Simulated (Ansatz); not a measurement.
# Phonon-limited resistivity of Ni(111) film of 2 layers, part 3 of 4

Wanted: the electron–phonon coupling λ, α²F(ω) and the phonon-limited resistivity of Ni(111) film of 2 layers, on meshes from cheap to dear.

Ansatz 0.2.0; DFT PBE, scalar-relativistic, plane waves, PAW.

So far, log mean phonon energy ħω_log, spin up (meV): step 5 (electron–phonon run: q 2×2×1, k 8×8×1, scattering 12×12×1) 11.9. Also resistivity at 300 K (μΩ cm): step 5 12.3.

**6. Coupling and resistivity: q 3×3×1, k 12×12×1, scattering 18×18×1**

The next rung changes the q mesh, which sets the reach of the force constants and couplings; the k mesh of the density and its response; the scattering mesh, which samples the Fermi surface.

The input, input.yaml:

```yaml
crystal:
  lattice:
    - [2.425417036, 0.0, 0.0]
    - [-1.212708518, 2.1004727679, 0.0]
    - [0.0, 0.0, 27.8645450283]
  atoms:
    - { symbol: Ni, position: [0.0, 0.0, 0.197748515], spin: 0.84 }
    - { symbol: Ni, position: [0.3333333333, 0.6666666667, 0.269952285], spin: 0.84 }
  periodic: [true, true, false]
kpoints:
  mp_grid: { grid: [12, 12, 1] }
hamiltonian:
  xc: pbe
scf:
  occupations: { method: gaussian, width: 0.15 }
output:
  eigenvalues: true
  populations: true
magnetization:
  spin_polarized: true
phonons:
  method: dfpt
  qmesh: [3, 3, 1]
  temperatures: { t_max: 1000, t_step: 50 }
  qpath:
    path:
      - [0.0, 0.0, 0.0]
      - [0.5, 0.0, 0.0]
      - [0.33333333, 0.33333333, 0.0]
      - [0.0, 0.0, 0.0]
    npoints: 10
  electrical_resistivity:
    mesh: [18, 18, 1]
    temperatures: [20.0, 50.0, 77.0, 100.0, 150.0, 200.0, 300.0, 400.0, 600.0, 800.0]
```

Command:

```
$ ansatz run input.yaml --threads 4 --pin off --max-ram 16384MiB --backend cpu --events-out ev --progress --plain --runs-dir out
```

Numbers of over 12 decimals in the logs are rounded to 6 here.

Log:

```text
[...]
Crystal: 2 atoms, lattice volume = 141.957 Å³
Basis set: ecut = 420 eV, 2691 PW (Γ), exchange–correlation on 36×36×384 points (8 copies of the dense FFT grid, shifted against one another)
Bands: 23, of which v1, the nominal top of the filled ones, is band 18 counted from 1 (17 counted from 0)
Symmetry: 12 space group operations
[...]
k-points: 19 of 144
[...]
Starting moments: Σ|m| = 1.68 μB on 2 of 2 sites
[...]
SCF 1 converged in 12 iterations: F = -11678.209457 eV  dr2 = 2.75e-9
[...]
k-points: 19 of 144 (irreducible under 6 space group operations, time reversal used)
[...]
SCF iter  11: F=-11678.209457 eV  HF=-11678.209457 eV  |F-HF|=5.64e-11  |Δ(HF+E_count)|=  3.82e-11  Δρ=1.92e-8 (↑1.92e-8 ↓1.82e-8)  dr2=9.19e-13  dr2_m=1.46e-15  M=1.275 μB ∫|m|=1.482 μB  ethr=1.00e-12  ⟨swp⟩=9.2  Hψ=5935  notcnv=0
SCF 2 converged in 11 iterations: F = -11678.209457 eV  dr2 = 9.19e-13
[...]
SCF iter  11: F=-11678.209457 eV  HF=-11678.209457 eV  |F-HF|=1.64e-11  |Δ(HF+E_count)|=  3.82e-11  Δρ=1.90e-8 (↑1.90e-8 ↓1.80e-8)  dr2=8.99e-13  dr2_m=1.41e-15  M=1.275 μB ∫|m|=1.482 μB  ethr=1.00e-12  ⟨swp⟩=2.6  Hψ=2772  notcnv=0
SCF 3 converged in 11 iterations: F = -11678.209457 eV  dr2 = 8.99e-13
[...]
SCF converged after 11 iterations
Magnetization: 1.2755 μB (18.6377 up, 17.3623 down)
Absolute magnetization: 1.4833 μB (∫|ρ↑−ρ↓|, with the PAW one-centre terms)
[...]
Per-site moments (μB) at R_I (Å): [(0.679959, 1.000485), (0.679959, 1.000485)]
Free energy (F): -11678.209457 eV
[...]
Internal energy: -11678.161374 eV  (E = F + TS)
E sigma→0 (E₀):  -11678.185415 eV
Entropy (-TS):   -0.048084 eV (-24.042 meV/atom)
Fermi energy:    -5.068667 eV
[...]
--- Band table (eV; the first three rows and the last of 38) ---
  k-point 0 ↑: bands = [... 14 lower, -7.2915, -6.6959, -6.1184, -6.1184, -5.6910, -5.6910, -4.7918, -0.4030, ... 1 higher]
  k-point 1 ↑: bands = [... 14 lower, -7.1939, -6.7834, -6.1747, -6.1575, -5.9091, -5.6871, -4.0949, -0.1823, ... 1 higher]
  k-point 2 ↑: bands = [... 14 lower, -6.9678, -6.9186, -6.5695, -6.2340, -5.6864, -5.4791, -2.8810, 0.4788, ... 1 higher]
  k-point 18 ↓: bands = [... 14 lower, -6.7586, -5.6536, -5.0770, -5.0770, 1.0487, 1.4264, 1.4264, 4.0128, ... 1 higher]
[...]
ASR residual: 4.442e-5 → 0.000e0 eV/Å²; symmetrization residual: 1.049e-7 eV/Å²
[...]
ASR residual per site (eV/Å²): 4.44e-5 4.44e-5
  Γ frequencies (cm⁻¹): 0.00 0.00 0.00 99.48 99.48 236.80
--- Phonons (arbitrary-q DFPT): 3 irreducible q on the 3×3×1 mesh ---
[...]
q = [0.0000, 0.3333, 0.0000] (star 6, 6 solved perturbations on 78 of 144 k-point pairs; hermiticity 2.35e-8, symmetrization 7.62e-12, taken by the last average 3.61e-9): 92.02 144.43 177.37 184.36 254.39 270.73
[...]
interpolated dispersion: 31 rows × 6 modes
[...]
--- Electrical resistivity: potentials and phonons of a 3×3×1 supercell ---
[...]
at the Fermi level of each mesh (of a tensor half of its trace):
[...]
18×18×1     up              0.3834              2.0538    0.0837    0.0660          12.241
        18×18×1   down              2.6762              1.8419    0.4465    0.5127          17.709
          9×9×1     up              0.3625              2.1421    0.0713    0.0664          14.195
          9×9×1   down              3.2554              1.7732    0.4737    0.5730          18.270
  resistivity on the deck's mesh, µΩ·cm:
[...]
20.00     2.5513e-2              no     2.5513e-2     2.5513e-2      0.0000e0       6.4695e-2         9.3406e-2
     50.00     6.1755e-1              no     6.1755e-1     6.1755e-1      0.0000e0       9.4949e-1          1.3226e0
     77.00      1.7932e0              no      1.7932e0      1.7932e0      0.0000e0        2.3696e0          3.1521e0
    100.00      3.0469e0              no      3.0469e0      3.0469e0      0.0000e0        3.7631e0          4.9221e0
    150.00      5.9584e0              no      5.9584e0      5.9584e0      0.0000e0        6.8814e0          8.8765e0
    200.00      8.7990e0              no      8.7990e0      8.7990e0      0.0000e0        9.9282e0          1.2730e1
    300.00      1.4199e1              no      1.4199e1      1.4199e1      0.0000e0        1.5809e1          2.0167e1
    400.00      1.9416e1              no      1.9416e1      1.9416e1      0.0000e0        2.1558e1          2.7451e1
    600.00      2.9669e1              no      2.9669e1      2.9669e1      0.0000e0        3.2963e1          4.1879e1
    800.00      3.9875e1              no      3.9875e1      3.9875e1      0.0000e0        4.4630e1          5.6249e1
  sheet resistance at 20 K: 0.09156 Ω
[...]
sheet resistance at 50 K: 2.216 Ω
[...]
sheet resistance at 77 K: 6.435 Ω
[...]
sheet resistance at 100 K: 10.93 Ω
[...]
sheet resistance at 150 K: 21.38 Ω
[...]
sheet resistance at 200 K: 31.58 Ω
[...]
sheet resistance at 300 K: 50.96 Ω
[...]
sheet resistance at 400 K: 69.68 Ω
[...]
sheet resistance at 600 K: 106.5 Ω
[...]
sheet resistance at 800 K: 143.1 Ω
[...]
vibrations of 9 cells: unjudged by the run; compare a larger repeat
[...]
--- Löwdin populations: 2 sites ---
  site symbol       q [e]    m [muB]
     0     Ni     17.7922     0.6722
     1     Ni     17.7922     0.6722
  spilling = 0.011546 (of n_electrons = 36.000000)
```

It took 4.9 min on 4 threads of Arm Neoverse V1, shared host; peak memory 1.6 GiB.

This step gave:

```yaml
magnetization: 1.275 μB
absolute_magnetization: 1.483 μB
site_moments: 0.6800, 0.6800 μB
zero_point_energy: 0.06811 eV/cell
highest_frequency_solved_or_plainly_interpolated: 297.1 cm⁻¹
sheet_resistance_300k: 50.96 Ω/square, mean in the plane
resistivity_at_300_k: 14.2 μΩ cm, mean of the axes, of the whole cell with its vacuum
coupling_lambda_by_branch: 0.152, 0.059, 0.0602, 0.0552, 0.0462, 0.029 (branches by rank of frequency)
coupling_constant_lambda_spin_up: 0.08373
coupling_constant_lambda_spin_down: 0.4465
log_mean_phonon_energy_omega_log_spin_up: 12.24 meV
log_mean_phonon_energy_omega_log_spin_down: 17.71 meV
density_of_states_at_the_fermi_level_spin_up: 0.3834 states/eV a spin and cell
density_of_states_at_the_fermi_level_spin_down: 2.676 states/eV a spin and cell
transport_coupling_constant_lambda_tr_spin_up: 0.06598, 0.06598, 0 (xx, yy, zz)
transport_coupling_constant_lambda_tr_spin_down: 0.5127, 0.5127, 0 (xx, yy, zz)
```

Some points of the scattering mesh along the symmetry lines, up to three branches each (those of largest λ), at most 39 rows; the frequencies are those of the scattering step, which can differ from the solved and plainly interpolated ones; single rows converge slowly. Mode couplings:

| q1 | q2 | q3 | branch | ħω (meV) | λ_q | half width (meV) |
| --- | --- | --- | --- | --- | --- | --- |
| 0.1667 | 0 | 0 | 1 | 5.54 | 0.0831 | 0.0123 |
| 0.1667 | 0 | 0 | 3 | 16.69 | 0.0295 | 0.0394 |
| 0.1667 | 0 | 0 | 5 | 21.17 | 0.0251 | 0.0541 |
| 0.5 | 0 | 0 | 1 | 14.31 | 0.36 | 0.355 |
| 0.5 | 0 | 0 | 3 | 22.12 | 0.203 | 0.478 |
| 0.5 | 0 | 0 | 4 | 23.67 | 0.0404 | 0.109 |
| 0.4444 | 0.1111 | 0 | 1 | 15.15 | 0.34 | 0.375 |
| 0.4444 | 0.1111 | 0 | 2 | 20.25 | 0.0469 | 0.0924 |
| 0.4444 | 0.1111 | 0 | 3 | 22.87 | 0.0603 | 0.152 |
| 0.3889 | 0.2222 | 0 | 2 | 20.17 | 0.102 | 0.2 |
| 0.3889 | 0.2222 | 0 | 4 | 27.42 | 0.083 | 0.3 |
| 0.3889 | 0.2222 | 0 | 5 | 32.59 | 0.0651 | 0.332 |
| 0.2778 | 0.2778 | 0 | 1 | 16.75 | 0.058 | 0.0781 |
| 0.2778 | 0.2778 | 0 | 2 | 20.37 | 0.231 | 0.46 |
| 0.2778 | 0.2778 | 0 | 4 | 27.79 | 0.113 | 0.421 |
| 0.2222 | 0.2222 | 0 | 1 | 13.69 | 0.135 | 0.121 |
| 0.2222 | 0.2222 | 0 | 2 | 21.07 | 0.0589 | 0.126 |
| 0.2222 | 0.2222 | 0 | 4 | 25.38 | 0.0743 | 0.23 |
| 0.1667 | 0.1667 | 0 | 3 | 20.09 | 0.0553 | 0.107 |
| 0.1667 | 0.1667 | 0 | 4 | 23.65 | 0.0534 | 0.144 |
| 0.1667 | 0.1667 | 0 | 6 | 31.13 | 0.0611 | 0.285 |
| 0.0556 | 0.0556 | 0 | 1 | 2.94 | 0.0918 | 0.00383 |
| 0.0556 | 0.0556 | 0 | 4 | 14.2 | 0.147 | 0.142 |
| 0.0556 | 0.0556 | 0 | 5 | 16.03 | 0.0836 | 0.103 |

Some states were left unconverged by the eigensolver. By its own test the run is not converged in the mesh. λ = 0.401 and 51.0 Ω per square at 300 K, against 0.315 and 44.1 in the run with q 2×2×1, k 8×8×1, scattering 12×12×1 (+27.2 % and +15.4 %). By the run's own test λ of one spin channel moves by 15 % between its two finest scattering meshes.

(Continued in part 4 of 4.)

[Logs are printed without paths, hosts, clocks, repeated set-up lines and the standing remarks that a program may print on its own settings, such as how far it seeks lower states.]

[Hosts, paths, dates, database ids (printed as entryN), source tags and the programs' standing remarks are cut or masked in the printed files.]
